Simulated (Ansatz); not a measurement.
## K3Al, from a guessed structure to a relaxed one

This structure for K3Al is made up. Its elements were placed in a known structure type with a cell scaled to their sizes. What cell does the guess relax to, and how far off was it?

Program: Ansatz 0.2.0. Level of theory: DFT, PBE, plane-wave PAW, files of the set soft_1, scalar-relativistic, no spin, cell and ions relaxed at zero pressure; PAW set soft_1. Results are calculated unless marked as measured.

### Step 1. Starting point

It takes space group P6_3/mmc (No. 194, hexagonal). Conventional cell: a = 8.213 Å, b = 8.213 Å, c = 6.934 Å, α = 90.00°, β = 90.00°, γ = 120.00°. Nearest to K lie 8 K at 3.91 to 4.30 Å and 4 Al at 4.11 to 4.14 Å. Nearest to Al lie 12 K at 4.11 to 4.14 Å. Farther neighbours are not listed.

### Step 2. Relaxing cell and atoms

The guessed cell has no reason to be at equilibrium. It is relaxed with the atoms, within the space group of the guess.

File input.yaml:

```yaml
crystal:
  lattice:
    - [8.213, 0.0, 0.0]
    - [-4.1065, 7.112666641, 0.0]
    - [0.0, 0.0, 6.934]
  atoms:
    - { symbol: K, position: [0.174700005, 0.34940001, 0.25] }
    - { symbol: K, position: [0.174700005, 0.825299995, 0.25] }
    - { symbol: K, position: [0.65059999, 0.825299995, 0.25] }
    - { symbol: K, position: [0.825299995, 0.65059999, 0.75] }
    - { symbol: K, position: [0.825299995, 0.174700005, 0.75] }
    - { symbol: K, position: [0.34940001, 0.174700005, 0.75] }
    - { symbol: Al, position: [0.333333333, 0.666666667, 0.75] }
    - { symbol: Al, position: [0.666666667, 0.333333333, 0.25] }
kpoints:
  mp_grid: { grid: [4, 4, 4] }
scf:
  occupations: { method: fermi_dirac, width: 0.05 }
hamiltonian:
  xc: pbe
  pseudopotentials: { kind: paw, azcp: { folder: soft_1 } }
relax:
  f_tol: 0.015
  max_steps: 70
  cell: {}
output:
  forces: true
  stress: true
```

Command:

```sh
ansatz run input.yaml --threads 4 --pin off --max-ram 10240MiB --backend cpu --events-out ev --progress --plain --runs-dir out
```

Numbers of over 12 decimals in the logs are rounded to 6 here.

The program printed:

```text
Engine: ansatz 0.2.0, x86_64-unknown-linux-gnu
Pseudopotentials: kind: paw
Pseudopotential: K, paw, valence charge 9, recommended cutoff 420 eV (normal), soft_1/K.paw.azcp
Pseudopotential: Al, paw, valence charge 3, recommended cutoff 420 eV (normal), soft_1/Al.paw.azcp
Functional definition: PBE
  parameter kappa = 0.804
  parameter beta = 0.066725
  exchange = pbe_x(kappa = kappa, mu = beta*pi^2/3)
  correlation = pbe_c(beta = beta)
Crystal: 8 atoms, lattice volume = 405.059 Å³
Basis set: ecut = 420 eV, 7901 PW (Γ), exchange–correlation on 120×120×96 points (8 copies of the dense FFT grid, shifted against one another)
Bands: 38, of which v1, the nominal top of the filled ones, is band 30 counted from 1 (29 counted from 0)
Symmetry: 24 space group operations
Space group: P63/mmc (ITA 194), of the structure as read, at distance tolerance 7.4e-5 Å
k-points: 12 of 64
Non-local potential: K, projectors of the file, l = 0: 3, l = 1: 2, l = 2: 2
Non-local potential: Al, projectors of the file, l = 0: 2, l = 1: 2, l = 2: 1
PAW form: soft (Blöchl's): semilocal exchange-correlation on the pseudo side does not see the compensation charge
PAW one-centre angular grid: K, 110 points (default); XC on 64 Gauss nodes
PAW one-centre angular grid: Al, 110 points (default); XC on 64 Gauss nodes
Initial density: superposition of atomic densities (chi_scale 0.1, normalization cell, long waves kept (reshape's long-wave potential 0.01 eV rms))
Initial wavefunctions: pseudopotential atomic-orbital guess
Functional: x = pbe(κ = 0.804, μ = 0.219515), c = pbe(β = 0.066725)
SCF iter   1: F=—  HF=-10299.391732 eV  |F-HF|=—  |Δ(HF+E_count)|=         —  Δρ=5.50e-3  dr2=5.44e-1  ethr=3.10e-3  ⟨swp⟩=9.0  Hψ=2290  notcnv=0
preconditioner: auto → Kerker (q_TF=auto, 1.985 Å⁻¹)  [metal: Δε(μ)=0.094 eV  Ē_g=3.269 eV  σ=0.050 eV  W_gap=0.42  n_scr=46 (ndim 8)  ℏωp=6.4 eV  f_vac=0.000  D(μ)=7.50/eV (n_scr^D=46)]
SCF iter   2: F=—  HF=-10299.356817 eV  |F-HF|=—  |Δ(HF+E_count)|=   3.49e-2  Δρ=3.99e-3  dr2=2.91e-1  ethr=9.06e-4  ⟨swp⟩=1.2  Hψ=556  notcnv=0
SCF iter   3: F=—  HF=-10299.320221 eV  |F-HF|=—  |Δ(HF+E_count)|=   3.66e-2  Δρ=1.08e-3  dr2=2.09e-2  ethr=4.85e-4  ⟨swp⟩=2.6  Hψ=565  notcnv=0
SCF iter   4: F=—  HF=-10299.318130 eV  |F-HF|=—  |Δ(HF+E_count)|=   2.09e-3  Δρ=2.52e-4  dr2=5.20e-4  ethr=3.49e-5  ⟨swp⟩=2.1  Hψ=503  notcnv=0  defer=1
SCF iter   5: F=—  HF=-10299.318325 eV  |F-HF|=—  |Δ(HF+E_count)|=   1.95e-4  Δρ=6.12e-5  dr2=4.09e-5  ethr=8.66e-7  ⟨swp⟩=2.2  Hψ=587  notcnv=0  defer=1
SCF iter   6: F=—  HF=-10299.318535 eV  |F-HF|=—  |Δ(HF+E_count)|=   2.10e-4  Δρ=2.03e-5  dr2=3.27e-6  ethr=6.81e-8  ⟨swp⟩=2.0  Hψ=534  notcnv=0  defer=2
SCF iter   7: F=—  HF=-10299.318537 eV  |F-HF|=—  |Δ(HF+E_count)|=   1.79e-6  Δρ=6.27e-6  dr2=4.01e-7  ethr=5.45e-9  ⟨swp⟩=2.0  Hψ=538  notcnv=0  defer=2
SCF iter   8: F=-10299.318537 eV  HF=-10299.318537 eV  |F-HF|=5.06e-9  |Δ(HF+E_count)|=   1.06e-7  Δρ=2.62e-6  dr2=3.44e-8  ethr=1.67e-10  ⟨swp⟩=4.1  Hψ=1540  notcnv=0
SCF 1 converged in 8 iterations: F = -10299.318537 eV  dr2 = 3.44e-8
  greatest PAW one-centre occupation: 0.988 electrons in one spin orbital (limit 2), on the K atom at site 5 (counted from 0), in its partial waves of l = 0
relax step   1: F+E_penalty+E_count = -10299.31853733 eV  Δ(F+E_penalty+E_count) = +0.000e0 eV  max|allowed force component| = 9.161e-2 eV/Å  Δτ_max = 0.0000 Å  P = -0.360 GPa  Ω = 405.059 Å³  (8 SCF iters, dr2 threshold 1.00e-7 eV, accepted)
Crystal: 8 atoms, lattice volume = 400.450 Å³
Basis set: ecut = 420 eV, 7781 PW (Γ), exchange–correlation on 120×120×96 points (8 copies of the dense FFT grid, shifted against one another)
Initial density: handed on by an earlier stage of this run
Initial wavefunctions: those handed on with the density
iter 1 solved again at ethr=5.47e-6 eV; its pass at ethr=3.10e-3 eV (dr2=3.28e-3 eV) is discarded
SCF iter   1: F=—  HF=-10299.342480 eV  |F-HF|=—  |Δ(HF+E_count)|=         —  Δρ=3.17e-4  dr2=3.16e-3  ethr=5.47e-6  ⟨swp⟩=2.0  Hψ=2310  notcnv=0
preconditioner: auto → Kerker (q_TF=auto, 1.988 Å⁻¹)  [metal: Δε(μ)=0.078 eV  Ē_g=3.219 eV  σ=0.050 eV  W_gap=0.34  n_scr=46 (ndim 8)  ℏωp=6.4 eV  f_vac=0.000  D(μ)=7.79/eV (n_scr^D=46)]
SCF iter   2: F=—  HF=-10299.342141 eV  |F-HF|=—  |Δ(HF+E_count)|=   3.39e-4  Δρ=2.01e-4  dr2=1.33e-3  ethr=5.26e-6  ⟨swp⟩=1.0  Hψ=456  notcnv=0
SCF iter   3: F=—  HF=-10299.341906 eV  |F-HF|=—  |Δ(HF+E_count)|=   2.36e-4  Δρ=4.05e-5  dr2=3.07e-5  ethr=2.22e-6  ⟨swp⟩=1.9  Hψ=491  notcnv=0
SCF iter   4: F=—  HF=-10299.342116 eV  |F-HF|=—  |Δ(HF+E_count)|=   2.11e-4  Δρ=1.69e-5  dr2=2.57e-6  ethr=5.11e-8  ⟨swp⟩=2.2  Hψ=575  notcnv=0
SCF iter   5: F=-10299.342116 eV  HF=-10299.342116 eV  |F-HF|=8.33e-8  |Δ(HF+E_count)|=   2.25e-8  Δρ=4.61e-6  dr2=2.91e-7  ethr=1.33e-9  ⟨swp⟩=4.2  Hψ=1333  notcnv=0
SCF 2 converged in 5 iterations: F = -10299.342116 eV  dr2 = 2.91e-7
relax step   2: F+E_penalty+E_count = -10299.34211628 eV  Δ(F+E_penalty+E_count) = -2.358e-2 eV  max|allowed force component| = 6.371e-2 eV/Å  Δτ_max = 0.0173 Å  P = -0.297 GPa  Ω = 400.450 Å³  energy of the carried Pulay correction = +9.248e-5 eV  (5 SCF iters, dr2 threshold 8.00e-7 eV, accepted)
Crystal: 8 atoms, lattice volume = 379.034 Å³
Basis set: ecut = 420 eV, 7455 PW (Γ), exchange–correlation on 120×120×96 points (8 copies of the dense FFT grid, shifted against one another)
iter 1 solved again at ethr=6.14e-5 eV; its pass at ethr=3.10e-3 eV (dr2=3.68e-2 eV) is discarded
SCF iter   1: F=—  HF=-10299.395688 eV  |F-HF|=—  |Δ(HF+E_count)|=         —  Δρ=1.16e-3  dr2=3.70e-2  ethr=6.14e-5  ⟨swp⟩=1.8  Hψ=2689  notcnv=0
preconditioner: auto → Kerker (q_TF=auto, 2.007 Å⁻¹)  [metal: Δε(μ)=0.065 eV  Ē_g=3.293 eV  σ=0.050 eV  W_gap=0.31  n_scr=46 (ndim 8)  ℏωp=6.6 eV  f_vac=0.000  D(μ)=7.75/eV (n_scr^D=44)]
SCF iter   2: F=—  HF=-10299.391728 eV  |F-HF|=—  |Δ(HF+E_count)|=   3.96e-3  Δρ=7.46e-4  dr2=1.59e-2  ethr=6.14e-5  ⟨swp⟩=1.0  Hψ=456  notcnv=0
SCF iter   3: F=—  HF=-10299.388999 eV  |F-HF|=—  |Δ(HF+E_count)|=   2.73e-3  Δρ=1.47e-4  dr2=3.05e-4  ethr=2.64e-5  ⟨swp⟩=1.9  Hψ=494  notcnv=0
SCF iter   4: F=—  HF=-10299.389226 eV  |F-HF|=—  |Δ(HF+E_count)|=   2.27e-4  Δρ=5.71e-5  dr2=2.67e-5  ethr=5.08e-7  ⟨swp⟩=2.1  Hψ=560  notcnv=0
SCF iter   5: F=—  HF=-10299.389227 eV  |F-HF|=—  |Δ(HF+E_count)|=   8.59e-7  Δρ=1.67e-5  dr2=3.07e-6  ethr=4.45e-8  ⟨swp⟩=2.2  Hψ=570  notcnv=0
SCF iter   6: F=-10299.389227 eV  HF=-10299.389227 eV  |F-HF|=1.96e-8  |Δ(HF+E_count)|=   1.01e-7  Δρ=6.89e-6  dr2=3.24e-7  ethr=1.33e-9  ⟨swp⟩=4.3  Hψ=1550  notcnv=0
SCF 3 converged in 6 iterations: F = -10299.389227 eV  dr2 = 3.24e-7
relax step   3: F+E_penalty+E_count = -10299.38922725 eV  Δ(F+E_penalty+E_count) = -4.711e-2 eV  max|allowed force component| = 5.281e-4 eV/Å  Δτ_max = 0.0473 Å  P = +0.102 GPa  Ω = 379.034 Å³  energy of the carried Pulay correction = +5.365e-4 eV  (6 SCF iters, dr2 threshold 8.00e-7 eV, accepted)
Crystal: 8 atoms, lattice volume = 382.418 Å³
Basis set: ecut = 420 eV, 7479 PW (Γ), exchange–correlation on 120×120×96 points (8 copies of the dense FFT grid, shifted against one another)
iter 1 solved again at ethr=2.85e-7 eV; its pass at ethr=3.10e-3 eV (dr2=1.71e-4 eV) is discarded
SCF iter   1: F=—  HF=-10299.390678 eV  |F-HF|=—  |Δ(HF+E_count)|=         —  Δρ=8.25e-5  dr2=1.34e-4  ethr=2.85e-7  ⟨swp⟩=3.7  Hψ=2552  notcnv=0
preconditioner: auto → Kerker (q_TF=auto, 2.004 Å⁻¹)  [metal: Δε(μ)=0.060 eV  Ē_g=3.260 eV  σ=0.050 eV  W_gap=0.29  n_scr=46 (ndim 8)  ℏωp=6.6 eV  f_vac=0.000  D(μ)=8.05/eV (n_scr^D=46)]
SCF iter   2: F=—  HF=-10299.390671 eV  |F-HF|=—  |Δ(HF+E_count)|=   7.28e-6  Δρ=5.49e-5  dr2=6.23e-5  ethr=2.24e-7  ⟨swp⟩=1.1  Hψ=457  notcnv=0
SCF iter   3: F=—  HF=-10299.390660 eV  |F-HF|=—  |Δ(HF+E_count)|=   1.06e-5  Δρ=1.36e-5  dr2=2.12e-6  ethr=1.04e-7  ⟨swp⟩=2.0  Hψ=522  notcnv=0
SCF iter   4: F=—  HF=-10299.390903 eV  |F-HF|=—  |Δ(HF+E_count)|=   2.43e-4  Δρ=4.08e-6  dr2=1.48e-7  ethr=3.53e-9  ⟨swp⟩=2.0  Hψ=531  notcnv=0
SCF iter   5: F=-10299.390904 eV  HF=-10299.390904 eV  |F-HF|=1.55e-9  |Δ(HF+E_count)|=   2.77e-8  Δρ=1.16e-6  dr2=1.22e-8  ethr=7.37e-11  ⟨swp⟩=4.2  Hψ=1346  notcnv=0
SCF 4 converged in 5 iterations: F = -10299.390904 eV  dr2 = 1.22e-8
relax step   4: F+E_penalty+E_count = -10299.39090353 eV  Δ(F+E_penalty+E_count) = -1.676e-3 eV  max|allowed force component| = 3.756e-3 eV/Å  Δτ_max = 0.0034 Å  P = +0.040 GPa  Ω = 382.418 Å³  energy of the carried Pulay correction = +4.647e-4 eV  (5 SCF iters, dr2 threshold 4.42e-8 eV, accepted)
Crystal: 8 atoms, lattice volume = 385.260 Å³
Basis set: ecut = 420 eV, 7503 PW (Γ), exchange–correlation on 120×120×96 points (8 copies of the dense FFT grid, shifted against one another)
iter 1 solved again at ethr=5.46e-7 eV; its pass at ethr=3.10e-3 eV (dr2=3.28e-4 eV) is discarded
SCF iter   1: F=—  HF=-10299.391861 eV  |F-HF|=—  |Δ(HF+E_count)|=         —  Δρ=1.18e-4  dr2=3.24e-4  ethr=5.46e-7  ⟨swp⟩=3.3  Hψ=2538  notcnv=0
preconditioner: auto → Kerker (q_TF=auto, 2.001 Å⁻¹)  [metal: Δε(μ)=0.043 eV  Ē_g=3.252 eV  σ=0.050 eV  W_gap=0.21  n_scr=46 (ndim 8)  ℏωp=6.6 eV  f_vac=0.000  D(μ)=8.22/eV (n_scr^D=46)]
SCF iter   2: F=—  HF=-10299.391841 eV  |F-HF|=—  |Δ(HF+E_count)|=   2.04e-5  Δρ=7.91e-5  dr2=1.49e-4  ethr=5.41e-7  ⟨swp⟩=1.0  Hψ=456  notcnv=0
SCF iter   3: F=—  HF=-10299.391816 eV  |F-HF|=—  |Δ(HF+E_count)|=   2.46e-5  Δρ=2.21e-5  dr2=6.20e-6  ethr=2.49e-7  ⟨swp⟩=1.9  Hψ=489  notcnv=0
SCF iter   4: F=—  HF=-10299.392066 eV  |F-HF|=—  |Δ(HF+E_count)|=   2.50e-4  Δρ=7.12e-6  dr2=5.79e-7  ethr=1.03e-8  ⟨swp⟩=2.2  Hψ=538  notcnv=0
SCF iter   5: F=—  HF=-10299.392066 eV  |F-HF|=—  |Δ(HF+E_count)|=   3.75e-8  Δρ=1.81e-6  dr2=2.18e-8  ethr=9.65e-10  ⟨swp⟩=3.0  Hψ=790  notcnv=0
SCF iter   6: F=-10299.392066 eV  HF=-10299.392066 eV  |F-HF|=1.03e-9  |Δ(HF+E_count)|=   8.06e-9  Δρ=6.64e-7  dr2=2.87e-9  ethr=2.19e-11  ⟨swp⟩=4.1  Hψ=1323  notcnv=0
SCF 5 converged in 6 iterations: F = -10299.392066 eV  dr2 = 2.87e-9
relax step   5: F+E_penalty+E_count = -10299.39206610 eV  Δ(F+E_penalty+E_count) = -1.163e-3 eV  max|allowed force component| = 1.383e-3 eV/Å  Δτ_max = 0.0019 Å  P = -0.002 GPa  Ω = 385.260 Å³  energy of the carried Pulay correction = +4.049e-4 eV  (6 SCF iters, dr2 threshold 1.32e-8 eV, accepted)
Basis set: ecut = 420 eV, 7503 PW (Γ), exchange–correlation on 120×120×90 points (8 copies of the dense FFT grid, shifted against one another)
Initial wavefunctions: pseudopotential atomic-orbital guess (no wavefunctions were taken with the density)
iter 1 solved again at ethr=7.81e-8 eV; its pass at ethr=3.10e-3 eV (dr2=4.68e-5 eV) is discarded
SCF iter   1: F=—  HF=-10299.391679 eV  |F-HF|=—  |Δ(HF+E_count)|=         —  Δρ=2.16e-5  dr2=2.11e-7  ethr=7.81e-8  ⟨swp⟩=3.5  Hψ=3465  notcnv=0
preconditioner: auto → Kerker (q_TF=auto, 2.001 Å⁻¹)  [metal: Δε(μ)=0.043 eV  Ē_g=3.254 eV  σ=0.050 eV  W_gap=0.21  n_scr=46 (ndim 8)  ℏωp=6.6 eV  f_vac=0.000  D(μ)=8.21/eV (n_scr^D=46)]
SCF iter   2: F=—  HF=-10299.391797 eV  |F-HF|=—  |Δ(HF+E_count)|=   1.18e-4  Δρ=1.12e-5  dr2=5.59e-8  ethr=3.52e-10  ⟨swp⟩=2.2  Hψ=669  notcnv=0
SCF iter   3: F=—  HF=-10299.391798 eV  |F-HF|=—  |Δ(HF+E_count)|=   4.54e-7  Δρ=4.82e-7  dr2=9.11e-10  ethr=9.31e-11  ⟨swp⟩=2.1  Hψ=724  notcnv=0
SCF iter   4: F=—  HF=-10299.391798 eV  |F-HF|=—  |Δ(HF+E_count)|=  8.39e-10  Δρ=1.51e-7  dr2=2.44e-10  ethr=1.00e-12  ⟨swp⟩=5.1  Hψ=1642  notcnv=0
SCF iter   5: F=-10299.391798 eV  HF=-10299.391798 eV  |F-HF|=3.64e-12  |Δ(HF+E_count)|=  6.18e-11  Δρ=4.00e-8  dr2=2.12e-11  ethr=1.00e-12  ⟨swp⟩=4.1  Hψ=1326  notcnv=0
SCF 6 converged in 5 iterations: F = -10299.391798 eV  dr2 = 2.12e-11
  greatest PAW one-centre occupation: 0.988 electrons in one spin orbital (limit 2), on the K atom at site 3 (counted from 0), in its partial waves of l = 0
relax step   6: F+E_penalty+E_count = -10299.39179790 eV  Δ(F+E_penalty+E_count) = +2.682e-4 eV  max|allowed force component| = 1.366e-3 eV/Å  Δτ_max = 0.0000 Å  P = -0.003 GPa  Ω = 385.260 Å³  stress off target by 2.05e-2 GPa  SCF on the basis re-selected at this cell (its energy is not comparable with the rows above)  (5 SCF iters)
basis re-selected at this cell: Δ(F+E_penalty+E_count) = +2.682e-4 eV, ΔP = -0.001 GPa vs the last step (what re-selecting the basis moved, of the pressure what is left beyond the Pulay correction that the steps carried, after the strain that the cell walked since its last selection, with what the two solves' SCF thresholds leave and, on support functions, any second-order correction that the steps lacked; it is no measure of the basis error at this ecutwfc). The dense FFT grid was sized anew with the basis: this SCF ran on 60×60×45 points, the steps before it on 60×60×48, so part of this shift can come from that change (see relax.cell in the input reference). [rest of the remark cut]
SCF converged after 5 iterations
Free energy (F): -10299.391798 eV
Harris-Foulkes:  -10299.391798 eV  (|F-HF|=3.64e-12)
Internal energy: -10299.326131 eV  (E = F + TS)
E sigma→0 (E₀):  -10299.358965 eV
Entropy (-TS):   -0.065667 eV (-8.208 meV/atom)
Fermi energy:    2.877516 eV
--- Per-component energies (eV) ---
  E_band       = -777.708608
  E_kinetic    = 1556.557665
  E_local      = -4220.813997  (includes V_loc(G=0)·N_el)
  E_nonlocal   = 99.451119
  E_hartree    = 1502.793384
  E_xc         = -876.011375
  E_vxc        = -1034.908550  (∫ρ·V_xc dr)
  E_paw        = -5631.390158  (= ΣΔE_a)
  E_vpaw       = -183.581606  (= ΣTr[D̂ρ^β])
  E_aug_tail   = -0.000030  (compensation charges beyond the density's cutoff)
  E_ewald      = -2729.912737
  E_smearing   = -0.065667  (= −TS)
  E_closure    = 0.000000  (closes the sum)
  Σ components = -10299.391798   (vs F -10299.391798, Δ=0.00e0)
--- Forces (eV/Å), atoms counted from 1 ---
  atom   1  K     -0.00000000     0.00136589    -0.00000000
  atom   2  K      0.00118289    -0.00068294     0.00000000
  atom   3  K     -0.00118289    -0.00068294     0.00000000
  atom   4  K      0.00000000    -0.00136589     0.00000000
  atom   5  K     -0.00118289     0.00068294    -0.00000000
  atom   6  K      0.00118289     0.00068294    -0.00000000
  atom   7  Al     0.00000000     0.00000000     0.00000000
  atom   8  Al    -0.00000000     0.00000000    -0.00000000
  max |Σ_I F_I| component: 6.22e-18 eV/Å
--- Stress (GPa, compression-positive) ---
        0.006249       0.000000       0.000000
       -0.000000       0.006249      -0.000000
        0.000000      -0.000000      -0.020480
  P = ⅓ Tr σ = -0.0027 GPa (-0.027 kbar)
--- Relaxed structure (5 steps of the walk, 5 accepted, 1 SCFs on fresh bases) ---
  F+E_penalty+E_count = -10299.39179790 eV   max|allowed force component| = 1.366e-3 eV/Å   (the final SCF, on the basis selected at the relaxed cell)
  cell:  # Å, volume = 385.2601 Å³
    - [8.261522, 0, 0.0]
    - [-4.130761, 7.154688, -7.121498736362896e-18]
    - [0.0, -6.942610237391952e-18, 6.517833]
  atoms:
    - { symbol: K, position: [0.179619, 0.359239, 0.25] }
    - { symbol: K, position: [0.179619, 0.820381, 0.25] }
    - { symbol: K, position: [0.640761, 0.820381, 0.25] }
    - { symbol: K, position: [0.820381, 0.640761, 0.750000] }
    - { symbol: K, position: [0.820381, 0.179619, 0.750000] }
    - { symbol: K, position: [0.359239, 0.179619, 0.750000] }
    - { symbol: Al, position: [0.333333, 0.666667, 0.750000] }
    - { symbol: Al, position: [0.666667, 0.333333, 0.25] }
```

Wall time 4.6 s (4 threads of AMD EPYC 9B45 (Zen 5), shared host); peak memory 0.84 GiB; 17 s of CPU time.

The steps of the relaxation:

```
step  energy less that of the first step (eV)  largest force component (eV/Å)  pressure (GPa)  volume (Å³)
   1                                   0.0000                          0.0916           -0.36       405.06
   2                                  -0.0236                          0.0637           -0.30       400.45
   3                                  -0.0707                          0.0005            0.10       379.03
   4                                  -0.0724                          0.0038            0.04       382.42
   5                                  -0.0735                          0.0014            0.00       385.26
  6*                                  -0.0733                          0.0014            0.00       385.26
```

Relaxation steps marked * repeat the geometry before them on a plane-wave basis chosen anew for their cell, so energy and pressure can jump there.

The run keeps the 24 symmetry operations that it works with, so distortions that break them were not tested.

```
conventional cell, symmetrised  before  after  change
                         a (Å)   8.213  8.262  +0.6 %
                         b (Å)   8.213  8.262  +0.6 %
                         c (Å)   6.934  6.518  -6.0 %
              volume (Å³/atom)   50.63  48.16  -4.9 %
```

The atoms that moved most (Å, as changes of fractional coordinates times the final cell):

```
atom      dx      dy     dz  length
  K4   0.000  -0.070  0.000   0.070
  K3  -0.061  -0.035  0.000   0.070
  K1   0.000   0.070  0.000   0.070
  K2   0.061  -0.035  0.000   0.070
  K6   0.061   0.035  0.000   0.070
  K5  -0.061   0.035  0.000   0.070
```

Final coordinates:

```
K Al
1.0
     8.26152    0.00000    0.00000
    -4.13076    7.15469    0.00000
     0.00000    0.00000    6.51783
K Al
6 2
Direct
  0.17962 0.35924 0.25000
  0.17962 0.82038 0.25000
  0.64076 0.82038 0.25000
  0.82038 0.64076 0.75000
  0.82038 0.17962 0.75000
  0.35924 0.17962 0.75000
  0.33333 0.66667 0.75000
  0.66667 0.33333 0.25000
```

This step gave:

| Property | Result |
| --- | --- |
| free energy | -10299.3918 eV |
| energy at zero smearing | -10299.3590 eV |
| smearing term TS | 0.06567 eV |
| Fermi energy | 2.878 eV |
| electrons | 60 |
| symmetry operations | 24 |
| pressure | -0.002661 GPa |

The shortest distance of each pair, which need not be the same contact before and after:

```
pair  guess (Å)  relaxed (Å)
 K–K      3.909        3.810
Al–K      4.108        3.932
```

The relaxation ends with a largest force component of 0.0014 eV/Å and a pressure of 0.00 GPa.

### Step 3. Summary of results

```json
{"space group, relaxed": "P6_3/mmc", "conventional cell": "a = 8.262, b = 8.262, c = 6.518 Å; α = 90.0°, β = 90.0°, γ = 120.0°", "volume per atom": "48.16 Å³ (guess 50.63)"}
```

In words: K3Al relaxes to P6_3/mmc with a = 8.262, b = 8.262 and c = 6.518 Å. The guessed volume was 5 % too large. The space group P6_3/mmc was held in the relaxation, so the end point is a stationary structure within it and may be a saddle against distortions or other arrangements. Mesh and cutoff weren't tested. No dispersion term is used, so weakly bound directions may come out too long. Nothing here tests whether the compound is stable against decomposition.

[Logs are printed without paths, hosts, clocks, repeated set-up lines and the standing remarks that a program may print on its own settings, such as how far it seeks lower states.]

[Hosts, paths, dates, database ids (printed as entryN), source tags and the programs' standing remarks are cut or masked in the printed files.]
